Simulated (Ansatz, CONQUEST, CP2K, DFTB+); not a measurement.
**Random packing of Li (88 atoms): one structure in several programs**

How near do other programs and methods come to a plane-wave reference for random packing of Li (88 atoms)? A plane-wave run serves as the reference.

Calculated with Ansatz 0.2.0; Kohn-Sham DFT, PBE, PAW, plane waves.

### Step 1. Set-up

The cell holds 88 atoms: 88 Li. Cell: a = 12.701 Å, b = 12.701 Å, c = 12.701 Å, α = 90.0°, β = 90.0°, γ = 90.0°. 88 atoms (88 Li) packed at random in a cube at 0.495 g/cm³ and pushed apart as soft spheres; a start for melting by ab initio MD, not an equilibrated structure. Then every atom was moved at random, 0.03 Å r.m.s. a Cartesian component.

### Step 2. Reference: Ansatz, plane waves

The PAW files are the set soft_2.

Input file input.yaml:

```yaml
crystal:
  lattice:
    - [12.7007, 0.0, 0.0]
    - [0.0, 12.7007, 0.0]
    - [0.0, 0.0, 12.7007]
  atoms:
    - { symbol: Li, position: [0.37755, 0.73956, 0.20166] }
    - { symbol: Li, position: [0.65142, 0.6725, 0.58876] }
    - { symbol: Li, position: [0.86127, 0.11376, 0.53318] }
    - { symbol: Li, position: [0.94755, 0.25423, 0.6768] }
    [... 78 atom lines left out ...]
    - { symbol: Li, position: [0.14604, 0.98513, 0.557] }
    - { symbol: Li, position: [0.06211, 0.45293, 0.02196] }
    - { symbol: Li, position: [0.49226, 0.86675, 0.64744] }
    - { symbol: Li, position: [0.4563, 0.2278, 0.92212] }
    - { symbol: Li, position: [0.71456, 0.87336, 0.34451] }
    - { symbol: Li, position: [0.19504, 0.87949, 0.79008] }
kpoints:
  mp_grid: { grid: [1, 1, 1] }
hamiltonian:
  xc: pbe
scf:
  occupations: { method: fermi_dirac, width: 0.05 }
output:
  forces: true
  eigenvalues: true
  populations: true
  stress: true
```

Command:

```sh
$ ansatz run input.yaml --threads 4 --pin off --max-ram 8192MiB --backend cpu --events-out ev --progress --plain --runs-dir out
```

Log:

```text
[...]
Pseudopotentials: kind: paw
Pseudopotential: Li, paw, valence charge 3, recommended cutoff 420 eV (normal), Li.paw.azcp
[... 5 lines on functional and potentials left out ...]
Crystal: 88 atoms, lattice volume = 2048.722 Å³
Basis set: ecut = 420 eV, 40099 PW (Γ), exchange–correlation on 180×180×180 points (8 copies of the dense FFT grid, shifted against one another)
Bands: 220, of which v1, the nominal top of the filled ones, is band 132 counted from 1 (131 counted from 0)
Symmetry: 1 space group operations
Space group: P1 (ITA 1), of the structure as read, at distance tolerance 1.3e-4 Å
k-points: 1
[... 3 lines on functional and potentials left out ...]
Initial density: superposition of atomic densities (neutral atoms: chi_scale 0, normalization atom), corrected by the library's trained network
Initial wavefunctions: pseudopotential atomic-orbital guess
[...]
SCF iter   1: F=—  HF=-17983.487672 eV  |F-HF|=—  |Δ(HF+E_count)|=         —  Δρ=2.68e-3  dr2=9.98e-1  ethr=1.77e-3  ⟨swp⟩=8.0  Hψ=1163  notcnv=0  defer=42
preconditioner: auto → Kerker (q_TF=auto, 1.939 Å⁻¹)  [metal: Δε(μ)=0.016 eV  Ē_g=3.420 eV  σ=0.050 eV  W_gap=0.08  n_scr=250 (ndim 8)  ℏωp=7.7 eV  f_vac=0.000  D(μ)=73.63/eV (n_scr^D=586)]
[...]
SCF iter   8: F=—  HF=-17983.394810 eV  |F-HF|=—  |Δ(HF+E_count)|=   1.16e-7  Δρ=2.53e-6  dr2=6.96e-7  ethr=2.55e-9  ⟨swp⟩=2.0  Hψ=172  notcnv=0  defer=49
SCF iter   9: F=-17983.394810 eV  HF=-17983.394810 eV  |F-HF|=3.93e-8  |Δ(HF+E_count)|=   1.26e-8  Δρ=8.78e-7  dr2=8.06e-8  ethr=3.79e-11  ⟨swp⟩=16.0  Hψ=1136  notcnv=0
SCF 1 converged in 9 iterations: F = -17983.394810 eV  dr2 = 8.06e-8
[...]
SCF converged after 9 iterations
Free energy (F): -17983.394810 eV
Harris-Foulkes:  -17983.394810 eV  (|F-HF|=3.93e-8)
Internal energy: -17982.754630 eV  (E = F + TS)
E sigma→0 (E₀):  -17983.074720 eV
Entropy (-TS):   -0.640179 eV (-7.275 meV/atom)
Fermi energy:    0.666992 eV
--- Per-component energies (eV) ---
[...]
Σ components = -17983.394810   (vs F -17983.394810, Δ=0.00e0)
--- Forces (eV/Å), atoms counted from 1 ---
  atom   1  Li     0.02974410    -0.15380312     0.16636101
  atom   2  Li     0.21122714     0.75183907    -0.02841486
  atom   3  Li     0.42593879    -0.11866843    -0.71562042
  atom   4  Li     0.72286210     0.01506424     0.17945663
[...]
atom  88  Li     0.15966276    -0.36099297    -0.27333051
  max |Σ_I F_I| component: 4.29e-5 eV/Å
--- Stress (GPa, compression-positive) ---
        1.149456       0.156243       0.064540
        0.156243       1.441580       0.000175
        0.064540       0.000175       0.293125
  P = ⅓ Tr σ = 0.9614 GPa (9.614 kbar)
--- Band table (eV) ---
  k-point 0: bands = ["-46.9720", "-46.9154", "-46.8611", "-46.8543", [... 204 levels ...], "4.3497", "4.3815", "4.4417", "4.4579", "4.4932", "4.5882", "4.6283", "4.6604", "4.6916", "4.7404", "4.8040", "4.8497"]
--- Löwdin populations: 88 sites ---
  site symbol       q [e]
     0     Li      2.8302
     1     Li      2.8467
     2     Li      2.7794
[...]
87     Li      2.9327
  spilling = 0.042141 (of n_electrons = 264.000000)
```

Run time: 31 s. Hardware: 4 threads of AMD EPYC 7R43, shared host; peak memory 1.6 GiB; 1.8 min of CPU time.

Reading the cycles: dr2 is the Hartree energy of the density residual (eV), the measure of convergence; HF is the Harris–Foulkes estimate of the energy, which meets the free energy F at convergence.

Numbers from this run:

```yaml
free_energy: -17983.3948 eV
free_energy_per_atom: -204.3568 eV/atom
scf_cycles: 9
pressure: 0.9614 GPa
r_m_s_force_component: 0.3791 eV/Å
longest_force: 1.207 eV/Å
fermi_energy: 0.667 eV
levels_partly_filled_by_over_2_per_cent: 14
spilling_of_the_projection: 0.04214
```

Neighbours are counted within 2.98 Å (Li-Li).

Length of the force by element and coordination:

```csv
element,coordination,atoms,mean length of the force (eV/Å),spread,least,most
Li,all,88,0.614,0.233,0.0549,1.21
Li,1,2,0.283,0.0859,0.197,0.368
Li,2,9,0.500,0.178,0.273,0.844
Li,3,18,0.576,0.174,0.220,0.905
Li,4,22,0.596,0.220,0.121,0.904
Li,5,20,0.661,0.267,0.0549,1.21
Li,6,15,0.711,0.228,0.340,1.18
Li,7,2,0.803,0.0955,0.707,0.898
```

The levels nearest the highest filled one (over half full), pooled over k-points and spins:

```csv
level less the highest filled one (eV),occupation
-0.137,1.91
-0.108,1.85
-0.0591,1.65
-0.0152,1.32
-0.0058,1.23
0,1.18
0.021,0.971
0.0608,0.597
0.082,0.435
0.0837,0.424
0.126,0.207
0.132,0.184
```

The run ends at a pressure of 0.96 GPa, with forces up to 1.2 eV/Å.

### Step 3. Structure statistics

Density 0.495 g/cm³, 23.28 Å³ an atom.

Pair distribution function in bins of 0.2 Å:

```csv
r (Å),total
2.30,0.04
2.50,2.90
2.70,1.75
2.90,0.96
3.10,0.99
3.30,0.95
3.50,1.10
3.70,1.06
3.90,0.86
4.10,0.88
4.30,0.91
4.50,0.86
4.70,1.03
4.90,0.99
5.10,1.25
5.30,1.05
5.50,1.04
5.70,0.95
5.90,0.90
6.10,1.00
6.30,1.06
```

Bonds by pair of elements; cutoffs follow the first minimum of g(r), held within bounds set by covalent radii, and pairs that aren't listed don't count as bonded:

```csv
pair A-B,cutoff (Å),bonds,mean length (Å),spread (Å),shortest (Å),B about A,A about B
Li-Li,2.98,183,2.64,0.159,2.39,4.16,4.16
```

How many atoms have how many bonded neighbours:

```csv
element,mean,1,2,3,4,5,6,7
Li,4.16,2,9,18,22,20,15,2
```

### Step 4. The ladder

The programs:
- CONQUEST 1.3: pseudo-atomic orbitals (double zeta with polarisation, or contracted to multi-site or on-site support functions) with norm-conserving potentials on an integration grid.
- CP2K 2026.2: Gaussian basis with GTH pseudopotentials and a plane-wave density; labels give functional, basis (MOLOPT sets; SR short-range, UZH the newer set with its own potentials), grid cutoff/relative cutoff and solver (OT: orbital transformation; TRS4, TC2, SIGN: linear-scaling purification with its sparsity filter), or its built-in tight binding.
- DFTB+ 25.1: tight binding, with Slater–Koster sets (DFTB) or xTB through its tblite library.

All use the same cell and atoms; the electronic-structure runs use the same k-mesh, and an electronic temperature of 580 K (0.05 eV) where levels are smeared.

Differences are against the plane-wave reference, forces as r.m.s. over components; share is that over the reference's r.m.s. force, slope the least-squares factor from reference forces to these. Total energies of different programs have different zeros and aren't compared.

```csv
run,"Δ force, r.m.s. (meV/Å)",share (%),slope,Δ pressure (GPa),cores,CPU time,memory (GiB)
reference,-,-,-,-,4,1.8 min,1.6
"CONQUEST PBE, grid 60 Ha (coarse)",36.5,9.63,1.056,0.368,2,11 min,6.4
"CONQUEST PBE, grid 80 Ha",27.5,7.25,1.044,0.362,2,12 min,7.0
"CP2K PBE, DZVP-MOLOPT-SR, 800/50 Ry, diagonalisation",39.0,10.3,1.095,0.451,2,25 min,7.6
DFTB+ IPEA1-xTB,315,83.1,0.226,2.39,1,50 s,0.24
```

Rows marked coarse were listed beforehand as settings not expected to be converged; some can still land near the reference.

CPU time is summed over cores on a shared host, where runs went side by side, so it is rough. Symmetry, cutoffs, thresholds, outputs and thread counts weren't matched or tuned between programs; memory under MPI is the largest rank's times the ranks.

Left out of this page: CONQUEST PBE, grid 80 Ha, multi-site 5 bohr (stopped by an internal error of the program).

Runs without a result: DFTB+ GFN2-xTB (not converged); CP2K PBE+rVV10L, DZVP-MOLOPT-SR, 800/50 Ry, diagonalisation (cut off at its time limit of 19 min).

Within one program, basis, potentials and functional, energies share a zero. Each run against its twin at the usual cutoff or grid and solver:

```csv
run,twin,Δ energy (meV/atom),"Δ force, r.m.s. (meV/Å)",CPU time over the twin's
"CONQUEST PBE, grid 60 Ha",grid 80 Ha,-0.152,30.9,0.85
```

### Step 5. What came out

- reference r.m.s. force component: 0.379 eV/Å
- nearest in forces: CONQUEST PBE, grid 80 Ha, 7.3 %
- farthest in forces: DFTB+ IPEA1-xTB, 83 %
- cheapest electronic-structure run beside the reference: DFTB+ IPEA1-xTB, 50 s of CPU time

The PBE runs in local orbitals, coarse settings apart, differ by 7.3 % (CONQUEST PBE, grid 80 Ha) to 10 % (CP2K PBE, DZVP-MOLOPT-SR, 800/50 Ry, diagonalisation); basis, grid and potentials can all enter. Tight binding differs by 83 % (DFTB+ IPEA1-xTB); it is another model, with fitted parameters of its own, and the xTB methods hold dispersion. IPEA1-xTB was fitted to ionisation energies and electron affinities, not to forces or charges. DFTB+ IPEA1-xTB needed 234 SCF steps, so its time overstates the method's usual cost. Runs with settings chosen to be coarse differ by 9.6 % (CONQUEST PBE, grid 60 Ha), their programs' other errors included. One electronic-structure run takes under half the reference's CPU time: DFTB+ IPEA1-xTB, at 83 % in 50 s against 1.8 min, too far off to be of use; its pressure misses by +2.4 GPa. In the reference: 14 levels are partly filled, by over 2 % (at Γ alone), as in a metal. In the reference: the first peak of g(r) lies near 2.5 Å. Periodic xTB results under one method name differ between programs and library versions (DFTB+ here holds tblite 0.3). The electronic-structure runs sample only Γ, in a cell whose shortest periodic width is 13 Å, which is coarse for a cell with partly filled levels.

[Also dropped from logs without a mark: logging warnings of Python, and SIESTA's first energy breakdown and zero terms.]

[Logs are printed without paths, hosts, clocks, repeated set-up lines and the standing remarks that a program may print on its own settings, such as how far it seeks lower states.]

[Hosts, paths, dates, database ids (printed as entryN), source tags and the programs' standing remarks are cut or masked in the printed files.]
